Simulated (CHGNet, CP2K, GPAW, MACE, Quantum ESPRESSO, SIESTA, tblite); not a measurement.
## tblite runs on Σ5 (001) twist boundary in Ge (77 atoms)

Wanted: tblite inputs and outputs for Σ5 (001) twist boundary in Ge (77 atoms), checked against a plane-wave reference.

Main program and level: tblite 0.8.0; the method is named at each step.

## Step 1: Set-up

The cell holds 77 atoms: 77 Ge. Cell: a = 8.946 Å, b = 8.946 Å, c = 22.565 Å, α = 90.0°, β = 90.0°, γ = 90.0°. It derives from Ge (diamond-structure). Diamond-structure Ge (a = 5.658 Å); two grains turned against each other by 36.87 deg about [001]; 1 x 1 coincidence cells, 2 lattice periods a grain, two boundaries a cell, upper grain shifted by [0.031, 0.71] of the boundary cell and opened by 0.2 Å, one atom of each pair nearer than 2.009 Å removed; minimised with a classical potential (one cell length free). Then every atom was moved at random, 0.02 Å r.m.s. a Cartesian component. Regions: lower grain, 40 atoms (40 Ge); upper grain, 37 atoms (37 Ge). The structure's axis is c.

The yardstick, on the same geometry:

```
method                 : Kohn-Sham DFT, PBE, SSSP efficiency 1.3.0 pseudopotentials, plane waves (Quantum ESPRESSO 7.5); sssp-pbe-1.3.0-efficiency, cutoffs 45/360 Ry, Γ point
r.m.s. force component : 0.4065 eV/Å
longest force          : 1.733 eV/Å
pressure               : 5.283 GPa
time                   : 8.2 min on 4 MPI ranks of Arm Neoverse V1, shared host
CPU time               : 33 min
```

## Step 2: GFN1-xTB

Method: GFN1-xTB tight binding, diagonalisation.

run.py reads:

```python
import numpy as np
from ase.io import read
from tblite.ase import TBLite

atoms = read("structure.xyz")
atoms.calc = TBLite(method="GFN1-xTB", electronic_temperature=580, accuracy=1.0, max_iterations=250, mixer_damping=0.1, verbosity=1)
energy = atoms.get_potential_energy()
forces = atoms.get_forces()
print(f"energy {energy:.6f} eV")
print("forces (eV/A)")
for i, (a, f) in enumerate(zip(atoms, forces)):
    print(f"{i:4d} {a.symbol:2s} {f[0]:10.5f} {f[1]:10.5f} {f[2]:10.5f}")
stress = -atoms.get_stress(voigt=False) * 160.21766
print("stress (GPa, compression positive)")
for row in stress:
    print(" ".join(f"{x:10.4f}" for x in row))
print("charges (e)")
print(np.array2string(atoms.get_charges(), precision=4, suppress_small=True, max_line_width=110, threshold=100000))
```

structure.xyz reads:

```xyz
77
Lattice="8.94608 0.00000 0.00000 0.00000 8.94608 0.00000 0.00000 0.00000 22.56460" Properties=species:S:1:pos:R:3 pbc="T T T"
Ge 8.91110 8.80357 0.27754
Ge 1.70602 0.81481 1.67497
Ge 3.40094 1.74386 0.31590
Ge 5.27890 2.59231 1.59103
Ge 7.26806 3.19295 0.24979
Ge 8.86064 4.42473 1.58629
Ge 6.17467 0.87582 3.02727
Ge 7.92605 1.77141 4.43575
Ge 1.75692 5.33839 0.22519
Ge 3.54918 6.28355 1.53755
Ge 5.32417 7.38096 0.10786
Ge 7.05175 8.06981 1.69144
Ge 0.76713 2.64231 2.99951
Ge 2.57602 3.55562 4.33443
Ge 4.39995 4.44262 2.96995
Ge 6.15392 5.34743 4.36399
Ge 7.93034 6.20697 3.00470
Ge 0.78403 7.12940 4.37482
Ge 8.81663 8.91253 5.75668
Ge 1.66719 0.86974 7.18231
Ge 3.45104 1.72096 5.77541
Ge 5.21038 2.62219 7.09070
Ge 6.98939 3.50203 5.76661
Ge 8.78738 4.45005 7.12364
Ge 6.05873 0.90731 8.55559
Ge 7.83703 1.80120 9.97197
Ge 2.57549 7.96792 2.99365
Ge 4.39056 8.90564 4.37573
Ge 1.68151 5.32739 5.74675
Ge 3.44594 6.27970 7.11101
Ge 5.25403 7.14273 5.76458
Ge 7.00084 7.99842 7.20420
Ge 0.71372 2.64849 8.49963
Ge 2.47332 3.73991 9.85306
Ge 4.30423 4.45533 8.37982
Ge 6.05023 5.16019 9.91962
Ge 7.82997 6.19919 8.54905
Ge 0.69135 7.08369 9.94806
Ge 2.56162 8.01095 8.53574
Ge 4.16816 0.06888 10.00650
Ge 5.78373 8.12644 11.57429
Ge 6.70419 1.00903 12.90537
Ge 8.47024 4.58290 12.97307
Ge 8.48670 0.13580 14.31092
Ge 0.40740 1.91545 15.68736
Ge 1.42851 8.22995 12.87017
Ge 2.41687 1.06235 11.49328
Ge 3.23123 2.78357 12.91575
Ge 4.17701 4.58728 11.55375
Ge 4.94155 6.41255 12.95298
Ge 3.13328 7.29275 14.29896
Ge 3.95891 0.13491 15.67901
Ge 4.91256 1.91714 14.30866
Ge 5.77461 3.72255 15.69661
Ge 6.68558 5.50739 14.28204
Ge 7.60891 7.25849 15.70767
[... 17 atom lines left out ...]
Ge 5.69633 3.80575 21.09790
Ge 6.65731 5.56339 19.72281
Ge 7.47347 7.32201 21.26443
Ge 1.16487 3.53764 19.91755
```

Started as:

```sh
$ OMP_NUM_THREADS=1 python run.py > output.txt
```

The log of the run:

```text
------------------------------------------------------------
  cycle        total energy    energy error   density error
------------------------------------------------------------
      1     -122.1943526600  -1.2222807E+02   3.9754855E-01
      2     -128.1998642874  -6.0055116E+00   2.5571136E-01
      3     -101.8355133979   2.6364351E+01   3.0495722E-01
      4     -118.1522111335  -1.6316698E+01   2.4499070E-01
      5     -129.1121299306  -1.0959919E+01   1.8838604E-01
      6     -113.1058281344   1.6006302E+01   2.0169201E-01
      7     -112.2806330210   8.2519511E-01   1.7642468E-01
      8     -130.0533157470  -1.7772683E+01   3.3797152E-02
      9     -130.1449470846  -9.1631338E-02   1.6592282E-02
     10     -130.1524347705  -7.4876858E-03   1.4384801E-02
     11     -130.1678966025  -1.5461832E-02   1.1342441E-02
     12     -130.1777093767  -9.8127742E-03   6.6688581E-03
     13     -130.1776802939   2.9082742E-05   5.9955520E-03
     14     -130.1815516345  -3.8713406E-03   4.2905171E-03
     15     -130.1837727388  -2.2211043E-03   1.7844398E-03
     16     -130.1840740730  -3.0133422E-04   1.2971098E-03
     17     -130.1842073726  -1.3329963E-04   1.0597931E-03
     18     -130.1843083853  -1.0101265E-04   6.5210333E-04
     19     -130.1843954487  -8.7063397E-05   1.7158368E-04
     20     -130.1843956106  -1.6187005E-07   1.5855644E-04
     21     -130.1843954393   1.7128937E-07   1.3914755E-04
     22     -130.1843964373  -9.9798174E-07   7.2368183E-05
     23     -130.1843964171   2.0131182E-08   6.4612564E-05
     24     -130.1843966829  -2.6579602E-07   5.1331053E-05
     25     -130.1843969764  -2.9348161E-07   2.6328041E-05
     26     -130.1843969794  -3.0256899E-09   1.7028823E-05
------------------------------------------------------------
 total:                                   9.462 sec
energy -3542.497881 eV
forces (eV/A)
   0 Ge    0.45461   -0.41190   -0.05915
   1 Ge    0.00218   -0.06904    0.35761
   2 Ge   -0.43737    0.99397   -0.48788
   3 Ge    0.12704   -0.24311    0.11952
   4 Ge   -0.22920   -0.10563   -0.33055
   5 Ge    0.53076    0.57700   -0.22996
   6 Ge   -0.06872    0.18799    0.48615
   7 Ge    0.17712   -0.11191   -0.36300
   8 Ge   -0.28024   -0.28398   -0.62625
   9 Ge   -0.02397   -0.37259   -0.24983
  10 Ge    0.33492   -0.00069   -0.04118
  11 Ge   -0.13646    0.07784   -0.07358
  12 Ge   -0.09207   -0.21509    0.11209
  13 Ge    0.16206   -0.28648    0.19150
  14 Ge   -0.02567    0.01483   -0.35922
  15 Ge   -0.15064   -0.07107    0.36359
  16 Ge    0.21619    0.12611   -0.22662
  17 Ge   -0.09548   -0.24883    0.05751
  18 Ge    0.03606   -0.10038    0.46534
  19 Ge    0.05027   -0.09647   -0.29867
  20 Ge   -0.32548    0.08102   -0.57736
  21 Ge    0.00149    0.12043    0.05464
  22 Ge    0.21847    0.60886    0.01869
  23 Ge    0.00237    0.01467   -0.11092
[...]
69 Ge   -0.75654    0.74092   -0.16279
  70 Ge   -0.11676   -0.52576    0.84364
  71 Ge   -0.24188   -0.05012   -0.11377
  72 Ge    0.13815    0.21875    0.20718
  73 Ge   -0.51288    0.84911   -0.05887
  74 Ge    0.56396   -0.40439    0.79885
  75 Ge    0.11848   -0.66239   -0.14329
  76 Ge    0.13689    0.38504    0.70174
stress (GPa, compression positive)
    5.6929    -0.1191     0.7811
   -0.1191     5.6632    -0.2439
    0.7811    -0.2439     5.7171
charges (e)
[ 0.024   0.0004 -0.1414  0.0455  0.0095 -0.0171 -0.0385 -0.0261 -0.014   0.0471  0.0026 -0.0058  0.02
  0.0101  0.033  -0.0077  0.0144 -0.0121  0.0269  0.0105 -0.024  -0.0128 -0.0159  0.013   0.0038 -0.1076
  0.0219 -0.0091 -0.0155  0.0061 -0.0331  0.0211  0.0457  0.0705 -0.078   0.0626  0.0487 -0.0051 -0.0272
 -0.0094 -0.028  -0.0114 -0.1769  0.0136 -0.0059  0.0315  0.0391  0.01    0.1181  0.0085 -0.0098  0.0062
 -0.0124 -0.006   0.0079  0.0175 -0.0146 -0.0382  0.0115  0.0032  0.0178  0.0406  0.0203 -0.002  -0.0018
  0.0301  0.0013  0.0239  0.0166  0.0351 -0.1289  0.0206  0.0349 -0.1285 -0.0178  0.0897  0.0471]
```

Run time: 10 s. Hardware: 1 thread of Arm Neoverse V1, shared host; peak memory 0.15 GiB.

Banners, paths, timers and routine set-up lines are dropped from the logs unmarked, and long logs keep their key lines alone; longer cuts are marked.

Compared with the plane-wave run:

```yaml
r_m_s_force_component: 0.3178 eV/Å
r_m_s_difference_of_force_components: 187.4 meV/Å
longest_difference_of_force_vectors: 1067 meV/Å
force_difference_over_r_m_s_force: 46.1 %
slope_of_forces_against_the_reference_s: 0.6995
correlation_of_force_components: 0.8945
pressure: 5.691 GPa
pressure_difference: 0.4081 GPa
```

A closer look about Ge43, whose charge lies farthest from its element's mean: 14 atoms, nearest first, numbered in the order of the input, with positions taken from that point.

| atom | x | y | z | distance (Å) | bonds | Mulliken charge (e) | Fx | Fy | Fz (eV/Å) |
| --- | --- | --- | --- | --- | --- | --- | --- | --- | --- |
| Ge43 | 0.00 | 0.00 | 0.00 | 0.00 | 2 | -0.18 | 0.20 | -0.03 | -0.84 |
| Ge55 | -1.78 | 0.92 | 1.31 | 2.40 | 4 | 0.01 | 0.64 | -0.50 | 0.37 |
| Ge63 | 1.85 | -0.88 | 1.31 | 2.43 | 4 | 0.02 | -0.45 | 0.08 | -0.16 |
| Ge45 | 0.88 | -2.67 | 2.71 | 3.91 | 4 | -0.01 | 0.23 | 0.10 | 0.04 |
| Ge56 | -0.86 | 2.68 | 2.73 | 3.92 | 4 | 0.02 | -0.07 | 0.23 | 0.04 |
| Ge54 | -2.70 | -0.86 | 2.72 | 3.93 | 4 | -0.01 | -0.10 | -0.03 | 0.08 |
| Ge64 | 2.69 | 0.90 | 2.72 | 3.93 | 4 | 0.00 | -0.10 | 0.38 | -0.08 |
| Ge36 | -2.42 | 0.58 | -3.05 | 3.94 | 3 | 0.06 | 0.08 | -0.50 | 0.21 |
| Ge50 | -3.53 | 1.83 | -0.02 | 3.97 | 4 | 0.01 | -0.72 | 0.11 | 0.18 |
| Ge42 | -1.77 | -3.57 | -0.07 | 3.99 | 3 | -0.01 | 0.12 | 0.45 | -0.48 |
| Ge38 | 1.17 | 2.50 | -3.03 | 4.09 | 2 | -0.01 | 0.26 | -0.01 | 0.23 |
| Ge46 | 1.90 | 3.65 | -0.10 | 4.12 | 3 | 0.03 | -0.56 | -0.26 | -0.44 |
| Ge48 | 3.71 | -1.80 | -0.06 | 4.12 | 4 | 0.01 | -0.20 | 0.33 | 0.26 |
| Ge26 | -0.63 | -2.78 | -3.00 | 4.14 | 2 | -0.11 | 0.18 | 0.09 | 0.05 |

Atoms are counted from 1 here, from 0 in the log.

Forces lie 46 % from the reference's, at 0.0052 times its CPU time (on 1 against 4 cores).

## Step 3: What came out

- force difference from the reference: tblite GFN1-xTB, 46 %
- its CPU time: 10 s

What this shows: Tight binding differs by 46 % (tblite GFN1-xTB); it is another model, with fitted parameters of its own, and the xTB methods hold dispersion. One electronic-structure run takes under half the reference's CPU time: tblite GFN1-xTB, at 46 % in 10 s against 33 min. Periodic xTB results under one method name differ between programs and library versions. The reference's pressure holds the uncorrected Pulay stress of its 45 Ry basis, so small pressure differences, and their order, may be the reference's own error. The host structure and its lattice constant were typed by rule, without a check against the phase diagram. The reference's pressure of 5.3 GPa says that the cell would expand at this level of theory. The electronic-structure runs sample only Γ, in a cell whose shortest periodic width is 9 Å, which is coarse for a cell with partly filled levels.

[Also dropped from logs without a mark: logging warnings of Python, and SIESTA's first energy breakdown and zero terms.]

[Logs are printed without paths, hosts, clocks, repeated set-up lines and the standing remarks that a program may print on its own settings, such as how far it seeks lower states.]

[Hosts, paths, dates, database ids (printed as entryN), source tags and the programs' standing remarks are cut or masked in the printed files.]
